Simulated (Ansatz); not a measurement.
# Cu(111) with 4 thermally displaced layers, 2x2: scattering by thermal displacements, part 2 of 2

How much do lattice vibrations at 180 K scatter the electrons of Cu? Layers with random displacements are laid between perfect leads, and the resistance is followed against their length.

Ansatz 0.2.0; Ansatz plane-wave DFT, PBE, PAW files; ballistic transport by layer matching (Landauer), zero bias; PAW set soft_1.

So far, open channels per spin nearest the Fermi level: step 2 (with 4 displaced layers) 3.21.

## 4. With 12 displaced layers

Each atom of 12 layers is moved at random, by amounts drawn from a normal law 0.062 Å wide in each direction from the Debye model (343 K) at 180 K. A fresh draw is used; the growth of the resistance with length is what counts.

System of this step: Cu(111) with 12 thermally displaced layers, 2x2. The cell holds 72 atoms: 72 Cu. Cell: a = 5.112 Å, b = 5.112 Å, c = 37.568 Å, α = 90.0°, β = 90.0°, γ = 120.0°. It derives from Cu. Regions: lead, 24 atoms (24 Cu); scattering region, 48 atoms (48 Cu). The structure is stacked along c, and the current runs across the ab planes.

Input file input.yaml:

```yaml
crystal:
  lattice:
    - [5.1123254594, 0.0, 0.0]
    - [-2.5561627297, 4.4274037203, 0.0]
    - [0.0, 0.0, 37.567766324]
  atoms:
    - { symbol: Cu, position: [0.0, 0.0, 0.0277777778] }
    - { symbol: Cu, position: [0.0, 0.5, 0.0277777778] }
    - { symbol: Cu, position: [0.5, 0.0, 0.0277777778] }
    - { symbol: Cu, position: [0.5, 0.5, 0.0277777778] }
    - { symbol: Cu, position: [0.1666666667, 0.3333333333, 0.0833333333] }
    - { symbol: Cu, position: [0.1666666667, 0.8333333333, 0.0833333333] }
    - { symbol: Cu, position: [0.6666666667, 0.3333333333, 0.0833333333] }
    - { symbol: Cu, position: [0.6666666667, 0.8333333333, 0.0833333333] }
    - { symbol: Cu, position: [0.3333333333, 0.1666666667, 0.1388888889] }
    - { symbol: Cu, position: [0.3333333333, 0.6666666667, 0.1388888889] }
    - { symbol: Cu, position: [0.8333333333, 0.1666666667, 0.1388888889] }
    - { symbol: Cu, position: [0.8333333333, 0.6666666667, 0.1388888889] }
    - { symbol: Cu, position: [0.992711655, 0.9987035066, 0.1948597517] }
    - { symbol: Cu, position: [0.9824182447, 0.4730574942, 0.1943251352] }
    - { symbol: Cu, position: [0.5103276974, 0.0151888289, 0.1953982587] }
    - { symbol: Cu, position: [0.4871255751, 0.4898630099, 0.1977631094] }
    - { symbol: Cu, position: [0.1886694319, 0.3589839117, 0.2535148322] }
    - { symbol: Cu, position: [0.1594418793, 0.8387292957, 0.2507562442] }
    - { symbol: Cu, position: [0.6772492191, 0.3409230479, 0.2503335086] }
    - { symbol: Cu, position: [0.6582569554, 0.812289785, 0.2497269911] }
    - { symbol: Cu, position: [0.325148212, 0.1684326064, 0.3047838301] }
    - { symbol: Cu, position: [0.346571407, 0.6781383871, 0.306065079] }
    - { symbol: Cu, position: [0.8378191176, 0.1679684491, 0.3048164264] }
    - { symbol: Cu, position: [0.8278671184, 0.6597248016, 0.3061959618] }
    - { symbol: Cu, position: [0.0042418777, 0.0081413843, 0.3589180623] }
    - { symbol: Cu, position: [0.0054270786, 0.489317913, 0.3598991149] }
    - { symbol: Cu, position: [0.4936598632, 0.9921094101, 0.3615916384] }
    - { symbol: Cu, position: [0.4855464073, 0.485021229, 0.3597150405] }
    - { symbol: Cu, position: [0.1828900183, 0.3339532018, 0.4147395571] }
    - { symbol: Cu, position: [0.155872227, 0.8115412303, 0.4196205009] }
    - { symbol: Cu, position: [0.6515284702, 0.3400385953, 0.4175639678] }
    - { symbol: Cu, position: [0.6511819017, 0.8375389131, 0.4183125853] }
    - { symbol: Cu, position: [0.3408325429, 0.1703223797, 0.4737887883] }
    - { symbol: Cu, position: [0.3376409243, 0.6713785349, 0.4720130739] }
    - { symbol: Cu, position: [0.8344043167, 0.1534819322, 0.4735290959] }
    - { symbol: Cu, position: [0.8195667114, 0.6513913137, 0.4728250972] }
    - { symbol: Cu, position: [0.0272688209, 0.0134689669, 0.5269266532] }
    - { symbol: Cu, position: [0.0052862075, 0.4936384879, 0.527573073] }
    - { symbol: Cu, position: [0.4848587965, 0.9675457601, 0.5280940545] }
    - { symbol: Cu, position: [0.4826278041, 0.4902324512, 0.525344169] }
    - { symbol: Cu, position: [0.141666368, 0.3201222646, 0.584696053] }
    - { symbol: Cu, position: [0.1866980467, 0.8329803185, 0.5851354286] }
    - { symbol: Cu, position: [0.6500755213, 0.3065548348, 0.5835807837] }
    - { symbol: Cu, position: [0.6690705254, 0.8273302628, 0.5838321805] }
    - { symbol: Cu, position: [0.3342317209, 0.154574048, 0.6364512466] }
    - { symbol: Cu, position: [0.3291716546, 0.6637106182, 0.6383067878] }
    - { symbol: Cu, position: [0.8573919597, 0.1908347282, 0.638201177] }
    - { symbol: Cu, position: [0.8483995229, 0.6798450561, 0.6400660152] }
    - { symbol: Cu, position: [0.0099794427, 0.9945483696, 0.6956655588] }
    - { symbol: Cu, position: [0.0301834603, 0.5112558906, 0.6934212564] }
    - { symbol: Cu, position: [0.5162113705, 0.017680507, 0.6950534882] }
    - { symbol: Cu, position: [0.5039723075, 0.5216119082, 0.692381596] }
    - { symbol: Cu, position: [0.1726595766, 0.3331067833, 0.7480297516] }
    - { symbol: Cu, position: [0.1838939202, 0.8382057391, 0.7480740988] }
    - { symbol: Cu, position: [0.6709427695, 0.3272884715, 0.7468592832] }
    - { symbol: Cu, position: [0.6601563512, 0.8370245532, 0.7510492825] }
    - { symbol: Cu, position: [0.3356578005, 0.1672992338, 0.8063313147] }
    - { symbol: Cu, position: [0.3390163751, 0.6831507279, 0.8058009014] }
    - { symbol: Cu, position: [0.8406855226, 0.1742409297, 0.8038106071] }
    - { symbol: Cu, position: [0.8354353222, 0.6880754718, 0.8061090115] }
    - { symbol: Cu, position: [0.0, 0.0, 0.8611111111] }
    - { symbol: Cu, position: [0.0, 0.5, 0.8611111111] }
    - { symbol: Cu, position: [0.5, 0.0, 0.8611111111] }
    - { symbol: Cu, position: [0.5, 0.5, 0.8611111111] }
    - { symbol: Cu, position: [0.1666666667, 0.3333333333, 0.9166666667] }
    - { symbol: Cu, position: [0.1666666667, 0.8333333333, 0.9166666667] }
    - { symbol: Cu, position: [0.6666666667, 0.3333333333, 0.9166666667] }
    - { symbol: Cu, position: [0.6666666667, 0.8333333333, 0.9166666667] }
    - { symbol: Cu, position: [0.3333333333, 0.1666666667, 0.9722222222] }
    - { symbol: Cu, position: [0.3333333333, 0.6666666667, 0.9722222222] }
    - { symbol: Cu, position: [0.8333333333, 0.1666666667, 0.9722222222] }
    - { symbol: Cu, position: [0.8333333333, 0.6666666667, 0.9722222222] }
kpoints:
  mp_grid: { grid: [5, 5, 1] }
hamiltonian:
  xc: pbe
  pseudopotentials: { kind: paw, azcp: { folder: soft_1 } }
scf:
  occupations: { method: fermi_dirac, width: 0.1 }
output:
  transmission:
    leads: [[0, 4]]
    kmesh: [10, 10]
    e_range: [-0.05, 0.05]
    de: 0.05
  write_potential: true
  write_density: true
  volumetric_format: npy
```

Launch:

```sh
$ ansatz run input.yaml --threads 4 --pin off --max-ram 15360MiB --backend cpu --events-out ev --progress --plain --runs-dir out
```

Numbers of over 12 decimals in the logs are rounded to 6 here.

The log of the run:

```text
[...]
Crystal: 72 atoms, lattice volume = 850.321 Å³
Basis set: ecut = 420 eV, 16727 PW (Γ)
Bands: 821, of which v1, the nominal top of the filled ones, is band 684 counted from 1 (683 counted from 0)
Symmetry: 1 space group operations
[...]
k-points: 13 of 25 (time reversal used)
[...]
SCF iter   1: F=—  HF=-477077.277793 eV  |F-HF|=—  |Δ(HF+E_count)|=         —  Δρ=2.67e-1  dr2=3.63e2  ethr=3.10e-3  ⟨swp⟩=4.9  Hψ=31771  notcnv=0  defer=45
[...]
SCF iter  13: F=-477011.624811 eV  HF=-477011.624811 eV  |F-HF|=8.67e-9  |Δ(HF+E_count)|=   1.25e-8  Δρ=6.23e-7  dr2=1.14e-8  ethr=7.31e-12  ⟨swp⟩=7.1  Hψ=37364  notcnv=0
SCF 1 converged in 13 iterations: F = -477011.624811 eV  dr2 = 1.14e-8
[...]
transmission: 302 of 3016 steps passed
transmission: 606 of 3016 steps passed
[...]
transmission: 3016 of 3016 steps passed
SCF converged after 13 iterations
Free energy (F): -477011.624811 eV
[...]
Internal energy: -477010.786251 eV  (E = F + TS)
E sigma→0 (E₀):  -477011.205531 eV
Entropy (-TS):   -0.838561 eV (-11.647 meV/atom)
Fermi energy:    16.321504 eV
[...]
--- Band table (eV; the first three rows and the last of 13) ---
  k-point 0: bands = [... 680 lower, 16.3570, 16.7788, 16.8055, 16.8094, 16.8267, 16.8311, 16.8546, 17.1275, ... 133 higher]
  k-point 1: bands = [... 680 lower, 16.0023, 16.1582, 16.1621, 16.3247, 16.3315, 16.4412, 16.4739, 16.4895, ... 133 higher]
  k-point 2: bands = [... 680 lower, 16.1231, 16.1396, 16.2293, 16.2331, 16.3250, 16.3437, 16.3797, 16.4586, ... 133 higher]
  k-point 12: bands = [... 680 lower, 15.8410, 15.9791, 15.9822, 16.3356, 16.3438, 16.8128, 16.8225, 16.9500, ... 133 higher]
--- Transmission ---
  basis      : 199 plane waves across, 58 finite elements along
  points     : 52, standing for a mesh of 10 x 10
[...]
channels       : 3.210000e0 a spin
[...]
junction   : crystal 0 to crystal 0, 0.70 to 36.18 Å
    transmission   : 3.067690e0 a spin
[...]
```

Elapsed: 14 min, on 4 threads of Intel Xeon Platinum 8375C at 2.90GHz (Ice Lake), shared host; peak memory 7.5 GiB.

Numbers from this step:

```yaml
free_energy: -477011.6248 eV
energy_at_zero_smearing: -477011.2055 eV
fermi_energy: 16.32 eV
transmission_per_spin_nearest_the_fermi_level: 3.068
step_of_the_lead_s_potential: 2.9 meV
```

Per spin. Table of transmission, zone mean by energy, zero at the Fermi level:

| energy (eV) | transmission, zone mean |
| --- | --- |
| -0.0500 | 3.04 |
| 0.0000 | 3.07 |
| 0.0500 | 3.08 |

Over the solved energies the transmission per spin lies between 3.04 and 3.08, out of 3.21 channels of the lead on average (up to 3.21).

## 5. Resistance against length

This step: Ansatz plane-wave DFT, PBE, PAW files; ballistic transport by layer matching (Landauer), zero bias; resistivity from the slope of the area resistance; PAW set soft_1 (Ansatz 0.2.0).

Numbers from this step:

```
resistivity           : 1.820 µΩ cm
intercept             : -0.001968 fΩ m²
scatter about the fit : 1.10e-4 fΩ m²
```

Resistance, by row:

| run | length (Å) | T | channels N | RA (fΩ m²) |
| --- | --- | --- | --- | --- |
| n4 | 8.348 | 3.164 | 3.21 | 0.01331 |
| n8 | 16.7 | 3.113 | 3.21 | 0.02827 |
| n12 | 25.05 | 3.063 | 3.21 | 0.0437 |

Table of area resistance by length of the displaced region:

| length of the displaced region (Å) | area resistance (fΩ m²) |
| --- | --- |
| 8.35 | 0.0133 |
| 16.70 | 0.0283 |
| 25.05 | 0.0437 |

The area resistance goes from 0.013 to 0.044 fΩ m² between 8.3 and 25.0 Å, a slope of 1.8 µΩ cm.

By hand from the end points: (0.04370 − 0.01331) fΩ m² / (25.05 − 8.35) Å = 1.8 µΩ cm, since 1 fΩ m² per Å is 1000 µΩ cm.

## 6. What came out

```
resistivity from the slope  : 1.82 µΩ cm
area resistance over 8.35 Å : 0.0133 fΩ m²
area resistance over 16.7 Å : 0.0283 fΩ m²
area resistance over 25.0 Å : 0.0437 fΩ m²
```

**Reading.** The slope gives 1.8 µΩ cm. The points scatter by 1.1e-4 fΩ m² about the line, with one random draw a length in a 2x2 cell, so the slope is a rough value. The mean square of the displacements drawn is 0.75, 0.94 and 0.81 of the nominal one at the three lengths; with each resistance scaled back by that, the slope is 2.2 µΩ cm, the value used below. Read with a model of isotropic scattering on a spherical Fermi surface and the lead's 1.1×10¹⁵ S/m², this slope means a mean free path near 386 Å; over these lengths the model's slope is 1.23 times its bulk resistivity, which would be 1.8 µΩ cm. Uncorrelated displacements put too much weight on short waves, which scatter strongly; with the sideways repeat of a small cell, one draw and three short lengths, the method is good to a factor of two or three.

[Logs are printed without paths, hosts, clocks, repeated set-up lines and the standing remarks that a program may print on its own settings, such as how far it seeks lower states.]

[Hosts, paths, dates, database ids (printed as entryN), source tags and the programs' standing remarks are cut or masked in the printed files.]
